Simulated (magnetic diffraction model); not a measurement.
**FeTeP: what an assumed order does to the neutron pattern**

Space group P2_1/c (no. 14), a = 5.8270 Å, b = 5.7670 Å, c = 5.8840 Å, β = 111.29°.

| site | atom | x | y | z |
| --- | --- | --- | --- | --- |
| 4e | Te | 0.6668 | 0.6338 | 0.8349 |
| 4e | Fe | 0.7231 | 0.4986 | 0.2138 |
| 4e | P | 0.1399 | 0.6296 | 0.3493 |

This is a made-up structure (elements placed in a structure type, unrelaxed), so the numbers test the method and describe no known phase.

Only Fe is taken to order (form factors of Fe2+); orders and moment sizes are assumed, and not adapted to the symmetry. Radiation: neutrons of λ = 1.594 Å, 8° to 45°; isotropic B of 0.49 Å² (Te), 0.51 Å² (Fe) and 0.73 Å² (P). Simulated constant-wavelength pattern: nuclear and magnetic terms add, the magnetic one as |2.695 fm × Σ f S⊥ exp(2πi Q·r) exp(−B s²)|², summed over all Q at one angle with the factor 1/(sin²θ cos θ). For collinear order S is the moment m, which repeats by lattice and centring translations R with the sign exp(−2πi k·R). Free-ion form factors, Sears's scattering lengths of 1992, no absorption; a label names one of the reflections at its angle. The strongest nuclear line in the range is 100, and lines under 0.2 are left out.

Assume the order k = (1/2 1/2 0), collinear moments along [001], 1.24 μB on Fe; signs + at (0.7231, 0.4986, 0.2138), − at (0.2769, 0.5014, 0.7862), − at (0.2769, 0.9986, 0.2862), + at (0.7231, 0.0014, 0.7138).

Q: Where does magnetic intensity appear, and how strong is it?

| 2θ (°) | index | nuclear | magnetic |
| --- | --- | --- | --- |
| 11.57 | (1/2 -1/2 0) | 0.0 | 25.7 |
| 16.88 | (1 0 0) | 3.5 | 0.0 |
| 17.65 | (1/2 1/2 -1) | 0.0 | 2.2 |
| 22.79 | (1/2 1/2 1) | 0.0 | 2.8 |
| 23.14 | (0 1 1) | 10.5 | 0.0 |
| 23.26 | (1 1 0) | 1.6 | 0.0 |
| 24.85 | (1 1 -1) | 96.3 | 0.0 |
| 25.41 | (1/2 3/2 0) | 0.0 | 3.9 |
| 26.14 | (3/2 1/2 -1) | 0.0 | 2.4 |
| 26.69 | (3/2 1/2 0) | 0.0 | 3.5 |
| 28.78 | (1/2 3/2 -1) | 0.0 | 2.0 |
| 31.81 | (1 0 -2) | 1.8 | 0.0 |
| 32.09 | (0 2 0) | 48.1 | 0.0 |
| 32.27 | (1/2 3/2 1) | 0.0 | 1.6 |
| 32.28 | (1 1 1) | 2.4 | 0.0 |
| 33.80 | (0 0 2) | 100.0 | 0.0 |
| 34.15 | (2 0 0) | 96.1 | 0.0 |
| 34.78 | (-3/2 3/2 1) | 0.0 | 1.3 |
| 35.17 | (3/2 1/2 -2) | 0.0 | 0.3 |
| 35.21 | (3/2 3/2 0) | 0.0 | 1.5 |
| 35.74 | (1 1 -2) | 1.5 | 0.0 |
| 36.40 | (0 2 1) | 1.1 | 0.0 |
| 36.42 | (3/2 1/2 1) | 0.0 | 1.1 |
| 36.48 | (1 2 0) | 2.2 | 0.0 |
| 37.55 | (1 2 -1) | 96.8 | 0.0 |
| 37.56 | (0 1 2) | 52.8 | 0.0 |
| 37.87 | (2 1 0) | 52.2 | 0.0 |
| 38.51 | (2 0 -2) | 1.8 | 0.0 |
| 38.77 | (1/2 1/2 2) | 0.0 | 0.4 |
| 40.08 | (1/2 3/2 -2) | 0.0 | 0.4 |
| 40.86 | (5/2 1/2 -1) | 0.0 | 0.8 |
| 41.37 | (1/2 -5/2 0) | 0.0 | 0.9 |
| 41.90 | (2 1 -2) | 24.3 | 0.0 |
| 42.18 | (3/2 3/2 -2) | 0.0 | 0.4 |
| 43.25 | (3/2 3/2 1) | 0.0 | 0.7 |
| 43.46 | (1 0 2) | 10.1 | 0.0 |
| 43.64 | (1/2 5/2 -1) | 0.0 | 0.6 |
| 43.85 | (5/2 1/2 0) | 0.0 | 0.7 |

The strongest magnetic line in the range is (1/2 -1/2 0) at 11.57° (25.7). On top of the Lorentz factor, which all lines share, magnetic lines fade with angle because f falls: for Fe2+ it is 0.90, 0.68, 0.45 and 0.15 at sin θ/λ = 0.1, 0.2, 0.3 and 0.5 Å⁻¹, while nuclear lengths stay constant. The order has no net moment.
